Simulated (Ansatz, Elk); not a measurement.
# How far do independent atoms describe CaZnGaH?

The structure of CaZnGaH used here is made up (a known structure type with other elements) and was relaxed beforehand with r2SCAN. The aim is the Fourier transform of its all-electron density, F(hkl), set beside the sum over free spherical atoms that refinements use.

Main program and level: Elk 11.2.3 (patched build); DFT, PBE, all-electron APW+lo, Dirac cores, scalar-relativistic bands, static density, no spin.

The structure was built from a prototype and need not be the compound's stable phase.

## (1) Set-up

Symmetry: P3m1, No. 156, trigonal system. Conventional cell: a = 4.340 Å, b = 4.340 Å, c = 4.165 Å, α = 90.00°, β = 90.00°, γ = 120.00°. Nearest to Ga lie 2 H at 1.70 to 2.47 Å and 3 Zn at 2.51 Å. Zn has 3 Ga at 2.51 Å nearest. Nearest to Ca lie 3 H at 2.53 Å. Nearest to H lie 2 Ga at 1.70 to 2.47 Å and 3 Ca at 2.53 Å. Farther neighbours are not listed.

## (2) Ground state and structure factors

An all-electron density is needed, since X-rays see the cores too. Task 0 finds the density and task 195 Fourier-transforms it; tshift is off so that phases refer to the origin typed.

elk.in reads:

```
tasks
  0
  195

xctype
  20

spinpol
  .false.

rgkmax
  7.0

gmaxvr
  14.0

lmaxo
  7

lmaxapw
  8

swidth
  0.002

tshift
  .false.

ramdisk
  .false.

hmaxvr
  5.5

maxscl
  120

epspot
  1e-06

sppath
  './'

avec
  8.20099262941 -0.00000000000 -0.00000000000
  -4.10049631471 7.10226795332 0.00000000000
  -0.00000000000 -0.00000000000 7.87069870896

atoms
  4
  'Ga.in'
  1
  0.3333333333 0.6666666667 0.5441372604   0.000000 0.000000 0.000000
  'Zn.in'
  1
  -0.0000000000 -0.0000000000 0.5175338353   0.000000 0.000000 0.000000
  'Ca.in'
  1
  0.6666666667 0.3333333333 0.0370260941   0.000000 0.000000 0.000000
  'H.in'
  1
  0.3333333333 0.6666666667 0.9515028102   0.000000 0.000000 0.000000

ngridk
  6 6 6
```

Started as:

```sh
> OMP_NUM_THREADS=4 elk
```

Numbers of over 12 decimals in the logs are rounded to 6 here.

Log:

```text
┌─────────────────────────┐
│ Elk code version 11.2.3 │
└─────────────────────────┘

All units are atomic (Hartree, Bohr, etc.)

┌─────────────────────────────────────────────────┐
│ Ground-state run starting from atomic densities │
└─────────────────────────────────────────────────┘

Lattice vectors :
   8.200992629      -0.000000000      -0.000000000
  -4.100496315       7.102267953       0.000000000
  -0.000000000      -0.000000000       7.870698709

Reciprocal lattice vectors :
  0.7661493664      0.4423365430       0.000000000
   0.000000000      0.8846730859       0.000000000
   0.000000000       0.000000000      0.7983008294

Unit cell volume      :    458.4339397
Brillouin zone volume :   0.5410816956

Muffin-tin inner radius fraction :   0.1000000000E-01

Nuclei treated as point charges

Species : 1 (Ga)
 parameters loaded from : Ga.in
 name : gallium
 nuclear charge    :   -31.00000000
 electronic charge :    31.00000000
 atomic mass :    127097.2539
 muffin-tin radius :    1.993422004
 number of radial points in muffin-tin :    993
 inner part over the whole radius :   0.9871918802E-02
 number on inner part of muffin-tin    :    698
 approximate nuclear radius :   0.7562051033E-04
 number of mesh points to nuclear radius :    343
 atomic positions (lattice), magnetic fields (Cartesian) :
  1 :   0.33333333  0.66666667  0.54413726    0.00000000  0.00000000  0.00000000

Species : 2 (Zn)
 parameters loaded from : Zn.in
 name : zinc
 nuclear charge    :   -30.00000000
 electronic charge :    30.00000000
 atomic mass :    119233.3130
 muffin-tin radius :    2.400000000
 number of radial points in muffin-tin :    993
 inner part over the whole radius :   0.9843840322E-02
 number on inner part of muffin-tin    :    701
 approximate nuclear radius :   0.7484757725E-04
 number of mesh points to nuclear radius :    337
 atomic positions (lattice), magnetic fields (Cartesian) :
  1 :   0.00000000  0.00000000  0.51753384    0.00000000  0.00000000  0.00000000

Species : 3 (Ca)
 parameters loaded from : Ca.in
 name : calcium
 nuclear charge    :   -20.00000000
 electronic charge :    20.00000000
 atomic mass :    73057.72475
 muffin-tin radius :    2.400000000
 number of radial points in muffin-tin :    993
 inner part over the whole radius :   0.9970789793E-02
 number on inner part of muffin-tin    :    698
 approximate nuclear radius :   0.6614485811E-04
 number of mesh points to nuclear radius :    321
 atomic positions (lattice), magnetic fields (Cartesian) :
  1 :   0.66666667  0.33333333  0.03702609    0.00000000  0.00000000  0.00000000

Species : 4 (H)
 parameters loaded from : H.in
 name : hydrogen
 nuclear charge    :   -1.000000000
 electronic charge :    1.000000000
 atomic mass :    1837.362221
 muffin-tin radius :    1.162829503
 number of radial points in muffin-tin :    393
 inner part over the whole radius :   0.9668763738E-02
 number on inner part of muffin-tin    :    256
 approximate nuclear radius :   0.2766748019E-04
 number of mesh points to nuclear radius :     79
 atomic positions (lattice), magnetic fields (Cartesian) :
  1 :   0.33333333  0.66666667  0.95150281    0.00000000  0.00000000  0.00000000

Total number of atoms per unit cell :    4
Total muffin-tin volume :    155.5786610
 ratio of muffin-tin to unit cell volume :   0.3393698579

Spin treatment :
 spin-unpolarised

Number of Bravais lattice symmetries :   24
Number of crystal symmetries         :    6
Crystal has no inversion symmetry
Complex Hermitian eigensolver will be used

k-point grid :      6     6     6
k-point offset :    0.000000000       0.000000000       0.000000000
k-point set is reduced with full crystal symmetry group
Total number of k-points :       60

Muffin-tin radius times maximum |G+k| :    7.000000000
 using average radius
Maximum |G+k| for APW functions       :    3.519245209
Maximum (1/2)|G+k|²                   :    6.192543422
Maximum |G| for potential and density :    14.00000000
Constant for pseudocharge density :    8
[...]
from k-point 16 to k-point 56
Estimated direct band gap   :   0.1739856048E-01
 at k-point 2

Charges :
 core                        :    40.00000000
 valence                     :    42.00000000
 interstitial                :    5.523805707
 muffin-tins (core leakage)
  species : 1 (Ga)
   atom 1                    :    28.84189272     (  0.6466093996E-02)
  species : 2 (Zn)
   atom 1                    :    28.78049348     (  0.8526269890E-04)
  species : 3 (Ca)
   atom 1                    :    18.20401116     ( -0.1989480616E-06)
  species : 4 (H)
   atom 1                    :   0.6497969238     (   0.000000000    )
 total in muffin-tins        :    76.47619429
 total calculated charge     :    81.99306239
 total charge                :    82.00000000
 error                       :   0.6937607258E-02

RMS change in Kohn-Sham potential (target) :    26.31164214     (  0.1000000000E-05)
Absolute change in total energy (target)   :   0.1071487166     (  0.1000000000E-03)

[... loops 3 to 20 left out ...]

┌──────────────────┐
│ Loop number : 21 │
└──────────────────┘

Energies :
 Fermi                       :     0.192550
 sum of occupied eigenvalues :     -2541.8224481640
 electron kinetic            :      4497.9766262994
 core electron kinetic       :      4104.9269256616
 Coulomb                     :     -8735.3158041664
 Coulomb potential           :     -6800.8854518159
 nuclear-nuclear             :     -579.19428256086
 electron-nuclear            :     -9524.5466473398
 Hartree                     :      1368.4251257343
 Madelung                    :     -5334.8730782584
 xc potential                :     -238.91362264754
 exchange                    :     -180.09799801352
 correlation                 :     -3.807949
 electron entropic           :    -0.57251129422351E-03
 total energy                :     -4421.2456978433

Density of states at Fermi energy :    46.50908544
 (states/Hartree/unit cell)

Estimated indirect band gap :   0.4517777272E-02
 from k-point 24 to k-point 29
Estimated direct band gap   :   0.1929321826E-01
 at k-point 43

Charges :
 core                        :    40.00000000
 valence                     :    42.00000000
 interstitial                :    5.439712706
 muffin-tins (core leakage)
  species : 1 (Ga)
[...]
species : 2 (Zn)
[...]
species : 3 (Ca)
[...]
species : 4 (H)
   atom 1                    :   0.5725394346     (   0.000000000    )
 total in muffin-tins        :    76.56028729
 total calculated charge     :    81.99337734
 total charge                :    82.00000000
 error                       :   0.6622656950E-02

RMS change in Kohn-Sham potential (target) :   0.7075808527E-06 (  0.1000000000E-05)
Absolute change in total energy (target)   :   0.5173214959E-06 (  0.1000000000E-03)

Convergence targets achieved

┌──────────────────┐
│ Loop number : 22 │
└──────────────────┘

Energies :
 Fermi                       :     0.192550
 sum of occupied eigenvalues :     -2541.8224482376
 electron kinetic            :      4497.9766261073
 core electron kinetic       :      4104.9269255542
 Coulomb                     :     -8735.3158041301
 Coulomb potential           :     -6800.8854517022
 nuclear-nuclear             :     -579.19428256086
 electron-nuclear            :     -9524.5466473814
 Hartree                     :      1368.4251258121
 Madelung                    :     -5334.8730782790
 xc potential                :     -238.91362264272
 exchange                    :     -180.09799801695
 correlation                 :     -3.807949
 electron entropic           :    -0.57251129218443E-03
 total energy                :     -4421.2456980026

Density of states at Fermi energy :    46.50908525
 (states/Hartree/unit cell)

Estimated indirect band gap :   0.4517777266E-02
 from k-point 24 to k-point 29
Estimated direct band gap   :   0.1929321812E-01
 at k-point 25

Charges :
 core                        :    40.00000000
 valence                     :    42.00000000
 interstitial                :    5.439712702
 muffin-tins (core leakage)
  species : 1 (Ga)
   atom 1                    :    28.83079362     (  0.6211521119E-02)
  species : 2 (Zn)
   atom 1                    :    28.99054432     (  0.8050234834E-04)
  species : 3 (Ca)
   atom 1                    :    18.16640992     ( -0.1987929998E-06)
  species : 4 (H)
   atom 1                    :   0.5725394343     (   0.000000000    )
 total in muffin-tins        :    76.56028730
 total calculated charge     :    81.99337734
 total charge                :    82.00000000
 error                       :   0.6622656938E-02

┌──────────────────────────────┐
│ Self-consistent loop stopped │
└──────────────────────────────┘

Warning : core states of species 1 leak from the muffin-tin :   0.6211521119E-02

Wrote STATE.OUT
```

Wall time 58 s (4 threads of Intel Xeon Platinum 8259CL at 2.50GHz (Skylake/Cascade Lake), shared host); peak memory 0.17 GiB.

SFACRHO.OUT:

```text

h k l indices transformed by vhmat matrix:
   1.000000000       0.000000000       0.000000000    
   0.000000000       1.000000000       0.000000000    
   0.000000000       0.000000000       1.000000000    

      h      k      l  multipl.   |H|            Re(F)            Im(F)           |F|

      0      0      0      1   0.0000000       82.000000     -0.51983469E-18   82.000000    
      0      0     -1      1  0.79830083      -37.002830       7.0337476       37.665409    
      0      0      1      1  0.79830083      -37.002830      -7.0337476       37.665409    
      1      0      0      3  0.88467309       4.3648519       10.342633       11.225951    
      0      1      0      3  0.88467309       4.3648519      -10.342633       11.225951    
      0      1      1      3   1.1916084      -29.250811       32.564330       43.772657    
      1      0      1      3   1.1916084      -10.763720      -34.270382       35.920979    
      1      0     -1      3   1.1916084      -29.250811      -32.564330       43.772657    
      0      1     -1      3   1.1916084      -10.763720       34.270382       35.920979    
      1      1      0      6   1.5322987       60.604068      0.44298772E-13   60.604068    
      0      0      2      1   1.5966017       54.297376       22.831366       58.902261    
      0      0     -2      1   1.5966017       54.297376      -22.831366       58.902261    
      2     -1      1      6   1.7277800      -30.750363      -5.8241428       31.297052    
     -2      1     -1      6   1.7277800      -30.750363       5.8241428       31.297052    
      2     -2      0      3   1.7693462       3.9393707       8.8350238       9.6734837    
      2      0      0      3   1.7693462       3.9393707      -8.8350238       9.6734836    
     -1      1     -2      3   1.8253173       10.893185       10.815293       15.350311    
      0      1     -2      3   1.8253173      0.72777167      -3.2256521       3.3067330
```

Elk indexes on the primitive cell of elk.in and gives |H| = 4π sin θ/λ in inverse bohr. Below, one row stands for each form hkl of the conventional cell (m members, Friedel mates merged), F is for one primitive cell and the density is static (no thermal factor). Free-atom factors are Waasmaier and Kirfel's, and R is Σm||F|−|F'||/Σm|F|.

```tsv
hkl	m	sin θ/λ (Å⁻¹)	abs F, DFT	neutral atoms	diff.	abs of complex diff.
001	2	0.120	37.665	37.655	+0.011	0.016
100	6	0.133	11.226	11.255	-0.029	0.208
011	6	0.179	43.773	43.797	-0.024	0.046
101	6	0.179	35.921	36.019	-0.098	0.108
110	6	0.230	60.604	60.923	-0.319	0.319
002	2	0.240	58.902	59.112	-0.210	0.293
111	12	0.260	31.297	31.851	-0.554	0.558
200	6	0.266	9.673	9.931	-0.258	0.289
012	6	0.275	15.350	15.689	-0.339	0.360
102	6	0.275	3.307	3.356	-0.050	0.059
021	6	0.292	29.678	29.906	-0.228	0.230
201	6	0.292	36.107	36.294	-0.188	0.191
112	12	0.333	50.237	50.493	-0.256	0.259
210	12	0.352	8.880	8.952	-0.071	0.088
```

## (3) The highest occupied states alone

An energy window below the Fermi level keeps the highest occupied states, to see at which angles they scatter; shallow core shells can lie inside it and anion s states outside. No new self-consistency is needed.

Edit elk.in of step 2 so:

```diff
@@ -1,3 +1,2 @@
 tasks
-  0
   195
@@ -40,2 +39,5 @@
 
+wsfac
+  -0.174940 0.492550
+
 sppath
```

Started as:

```sh
> OMP_NUM_THREADS=4 elk
```

Log:

```text
┌─────────────────────────────────┐
│ Elk code version 11.2.3 started │
└─────────────────────────────────┘

Info(readinput): the functional depends on the density's gradient
 muffin-tin radial points multiplied by    2.00000
 (not where nrmtscf is given)

┌────────────────────┐
│ Current task : 195 │
└────────────────────┘
Info(checkmt): changed muffin-tin radius of species 1 (Ga) from   2.4000 to   1.9934
Info(checkmt): changed muffin-tin radius of species 4 (H) from   1.4000 to   1.1628

Info(sfacrho): density structure factors written to SFACRHO.OUT

 Energy window :  -0.1749400000      0.4925500000

┌──────────────────┐
│ Elk code stopped │
└──────────────────┘
```

It took 8.9 s on 4 threads; peak memory 0.17 GiB.

States within 10 eV below the Fermi level hold 18.00 electrons; any levels below the window count with the cores. Their amplitudes can exceed the total, where window and core parts have opposite phase:

```tsv
hkl	sin θ/λ (Å⁻¹)	abs F, window	abs F, all
001	0.120	10.180	37.665
100	0.133	8.368	11.226
011	0.179	8.384	43.773
101	0.179	7.796	35.921
110	0.230	7.274	60.604
002	0.240	7.064	58.902
111	0.260	5.619	31.297
200	0.266	5.762	9.673
012	0.275	5.418	15.350
102	0.275	6.041	3.307
```

[end of part 1 of 2]

[Logs are printed without paths, hosts, clocks, repeated set-up lines and the standing remarks that a program may print on its own settings, such as how far it seeks lower states.]

[Hosts, paths, dates, database ids (printed as entryN), source tags and the programs' standing remarks are cut or masked in the printed files.]
